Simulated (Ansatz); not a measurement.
# How many bands does the GW gap of YPO4 (I4_1/amd) need?, part 2 of 2

How do accuracy and time trade against each other in G0W0 on YPO4 (I4_1/amd)?

Ansatz 0.2.0; G0W0 on r2SCAN, plane waves, PAW. Known limits of the many-body steps: not at the basis limit; no spin-orbit coupling; coarse k mesh.

So far. Step 4 (658 empty bands, screening to 160 eV): Against the run with 4×4×4 mesh, 305 empty bands, screening to 96 eV, the gap moves by +0.11 eV. Step 5 (Changing the k mesh: 2×2×2 mesh, 305 empty bands …): Against the run with 4×4×4 mesh, 305 empty bands, screening to 96 eV, the gap moves by +0.03 eV, while the start moved by +0.07 eV. A band edge is found at another k point on this mesh.

The database entry behind the starting cell differs from later determinations by our own check (impure mineral, about 0.2 % long), so it need not match the best structure at ambient conditions.

### Step 6. Changing the frequency model: 4×4×4 mesh, 305 empty bands, screening to 96 eV, plasmon pole

A plasmon pole stands in for the full frequency dependence of the screening; this run shows what that costs in accuracy.

The input, input.yaml:

```yaml
crystal:
  lattice:
    - [-3.44735, 3.44735, 3.0138]
    - [3.44735, -3.44735, 3.0138]
    - [3.44735, 3.44735, -3.0138]
  atoms:
    - { symbol: "Y", position: [0.75, 0.25, 0.5] }
    - { symbol: "Y", position: [0.0, 0.0, 0.0] }
    - { symbol: P, position: [0.5, 0.5, 0.0] }
    - { symbol: P, position: [0.25, 0.75, 0.5] }
    - { symbol: O, position: [0.1661, 0.3408, 0.8253] }
    - { symbol: O, position: [0.0908, 0.7655, 0.6747] }
    - { symbol: O, position: [0.5155, 0.3408, 0.1747] }
    - { symbol: O, position: [0.0908, 0.4161, 0.3253] }
    - { symbol: O, position: [0.5839, 0.9092, 0.6747] }
    - { symbol: O, position: [0.6592, 0.8339, 0.1747] }
    - { symbol: O, position: [0.2345, 0.9092, 0.3253] }
    - { symbol: O, position: [0.6592, 0.4845, 0.8253] }
kpoints:
  mp_grid: { grid: [4, 4, 4] }
hamiltonian:
  xc: r2scan
scf:
  occupations: { method: fixed }
gw:
  n_empty_bands: 305
  ecut_chi: 96
  qp_bands: [v4, c4]
  qp_kpoints: band_edges
  screening: { model: godby_needs }
```

Launch:

```bash
> ansatz run input.yaml --threads 24 --pin off --max-ram 82944MiB --backend cuda --events-out ev --progress --plain --runs-dir out --devices 1 --max-vram 78GiB
```

Numbers of over 12 decimals in the logs are rounded to 6 here.

What it wrote:

```text
GPUs: using 1 of 1 available (devices: 1).
[...]
Crystal: 12 atoms, lattice volume = 143.267 Å³
Basis set: ecut = 500 eV, 3683 PW (Γ), exchange–correlation on 180×180×180 points (64 copies of the dense FFT grid, shifted against one another)
Bands: 52, of which v1, the nominal top of the filled ones, is band 40 counted from 1 (39 counted from 0)
Symmetry: 16 space group operations
[...]
k-points: 13 of 64
[...]
6    42     13.4170    -8.5560    -4.4825   -14.5006  0.8609    14.8883    14.8791  root
     6    43     14.2308   -10.1508    -4.2938   -15.9711  0.8579    15.7667    15.7574  root
[...]
12    41     13.7473    -9.7282    -4.3995   -15.7317  0.8548    15.3627    15.3513  root
    12    42     13.7473    -9.7282    -4.3995   -15.7317  0.8548    15.3627    15.3513  root
    12    43     14.3707   -10.8434    -4.4115   -16.8921  0.8576    16.0186    16.0079  root
    12    44     14.3707   -10.8434    -4.4115   -16.8921  0.8576    16.0186    16.0079  root
[key lines of the parts left out:]
SCF converged after 7 iterations
```

The job ended after 8.6 s (1 × NVIDIA GB200 (shared by 2 runs) with 24 threads of Arm Neoverse V2, shared host; peak memory 2.7 GiB).

This step gave:

```
bands summed                                 : 345
plasmon-pole fit frequency                   : 27.75 eV
RPA ε∞ on this mesh (eigenvalues)            : 2.820, 2.820, 3.158
plane waves in the screening matrix          : 313
G0W0 gap on the mesh                         : 8.782 eV
k of the valence top                         : 0, 0, 0
k of the conduction bottom                   : 0, 0, 0
starting gap on the mesh                     : 6.630 eV
least direct G0W0 gap on the computed points : 8.782 eV
```

Against the run with 4×4×4 mesh, 305 empty bands, screening to 96 eV, the gap moves by +0.008 eV.

### Step 7. Changing the files: 4×4×4 mesh, 305 empty bands, screening to 96 eV, hard PAW files

Other atomic data (hard PAW) test the pseudisation: the cutoff goes from 500 to 1050 eV, with the same valence electrons.

input.yaml, as its differences from that of step 6:

```diff
@@ -22,2 +22,3 @@
   xc: r2scan
+  pseudopotentials: { kind: paw, source: ansatz }
 scf:
@@ -29,2 +30,2 @@
   qp_kpoints: band_edges
-  screening: { model: godby_needs }
+  screening: { model: contour_deformation }
```

What it wrote:

```text
GPUs: using 1 of 1 available (devices: 1).
[...]
Crystal: 12 atoms, lattice volume = 143.267 Å³
Basis set: ecut = 1050 eV, 11043 PW (Γ), exchange–correlation on 288×288×288 points (64 copies of the dense FFT grid, shifted against one another)
Bands: 52, of which v1, the nominal top of the filled ones, is band 40 counted from 1 (39 counted from 0)
Symmetry: 16 space group operations
[...]
k-points: 13 of 64
[...]
5    42     13.5437    -8.7077    -4.5812   -14.7318  0.8435    15.0034    14.9866  root
     5    43     14.1015    -9.8978    -4.3244   -15.6830  0.8454    15.5776    15.5623  root
[...]
11    41     13.4111    -8.9864    -4.3957   -14.7980  0.8443    14.8423    14.8270  root
    11    42     13.4111    -8.9864    -4.3957   -14.7980  0.8443    14.8423    14.8270  root
    11    43     14.1556    -9.8489    -4.3789   -15.6989  0.8451    15.6424    15.6266  root
    11    44     14.1556    -9.8489    -4.3789   -15.6989  0.8451    15.6424    15.6266  root
[key lines of the parts left out:]
SCF converged after 8 iterations
```

It took 14 s on 1 × NVIDIA GB200 (shared by 2 runs) with 24 threads; peak memory 4.3 GiB.

Numbers from this step:

```
bands summed                                 : 345
RPA ε∞ on this mesh (eigenvalues)            : 2.820, 2.820, 3.159
plane waves in the screening matrix          : 313
G0W0 gap on the mesh                         : 8.761 eV
k of the valence top                         : 0, 0, 0
k of the conduction bottom                   : 0, 0, 0.25
starting gap on the mesh                     : 6.621 eV
least direct G0W0 gap on the computed points : 8.790 eV
```

Against the run with 4×4×4 mesh, 305 empty bands, screening to 96 eV, the gap moves by −0.013 eV.

### Step 8. Side by side

Times are wall times on 1 × NVIDIA GB200 (shared by 2 runs) with 24 threads of Arm Neoverse V2, shared host, good to a factor of about two.

```csv
mesh,files,frequency,bands summed,cutoff (eV),start (eV),G0W0 (eV),time,host memory (GiB)
4×4×4,default PAW,contour deformation,148,48,6.630,8.855,4.2 s,1.7
4×4×4,default PAW,contour deformation,345,96,6.630,8.773,7.7 s,2.1
4×4×4,default PAW,contour deformation,698,160,6.630,8.882,16 s,3.3
2×2×2,default PAW,contour deformation,345,96,6.697,8.801,2.2 s,1.6
4×4×4,default PAW,plasmon pole,345,96,6.630,8.782,8.6 s,2.7
4×4×4,hard PAW,contour deformation,345,96,6.621,8.761,14 s,4.3
```

How the two edges are built up, in eV (the quasiparticle level is the starting level plus Σx plus Σc less Vxc):

```csv
run,edge,start,Σx,Σc,Vxc,Z,QP
148 bands,valence top,6.35,-26.67,4.60,-21.43,0.81,5.72
148 bands,conduction bottom,13.26,-9.27,-3.70,-14.28,0.86,14.57
345 bands,valence top,6.35,-26.67,4.45,-21.43,0.80,5.56
345 bands,conduction bottom,12.98,-8.64,-4.29,-14.28,0.85,14.34
698 bands,valence top,6.35,-26.67,4.18,-21.43,0.80,5.29
698 bands,conduction bottom,12.98,-8.64,-4.45,-14.28,0.85,14.17
```

 Where G0W0 reorders the edges (148 bands), the two states listed lie further apart at the start than the starting gap.

### Step 9. Results

```
148 bands, 48 eV  : 8.855 eV
345 bands, 96 eV  : 8.773 eV
698 bands, 160 eV : 8.882 eV
mesh and start    : 4×4×4, r2SCAN
```

In words: From 148 to 698 bands the gap moves by +0.03 eV while the time grows 3.8-fold. The gap turns back along the series, so no limit is drawn from it. On the 2×2×2 mesh in place of 4×4×4 the gap differs by +0.03 eV, of which +0.07 eV is already in the start. The plasmon-pole model gives +0.01 eV against contour deformation, 0 % of the correction, and saved no time in this program. Hard PAW files move the gap by −0.01 eV at equal bands and cutoff, −0.01 eV of it in the start. The 4×4×4 mesh misses a band edge: over a band path and its finer mesh (run apart) the r2SCAN gap is 6.59 eV, so the G0W0 gap over the zone may lie about 0.04 eV below its value on the mesh. The many-body steps are scalar-relativistic: spin-orbit coupling is not in them.

[Paths, hosts, dates, memory and timing lines, banners, echoed tables and standing remarks are left out of the program output.]

[Logs are printed without paths, hosts, clocks, repeated set-up lines and the standing remarks that a program may print on its own settings, such as how far it seeks lower states.]

[Runs of the session that timed out or met a known fault of the program may be left out.]

[Cells called generated may have been cut or substituted from an entry of the Crystallography Open Database or the Materials Project.]

[Hosts, paths, dates, database ids (printed as entryN), source tags and the programs' standing remarks are cut or masked in the printed files.]
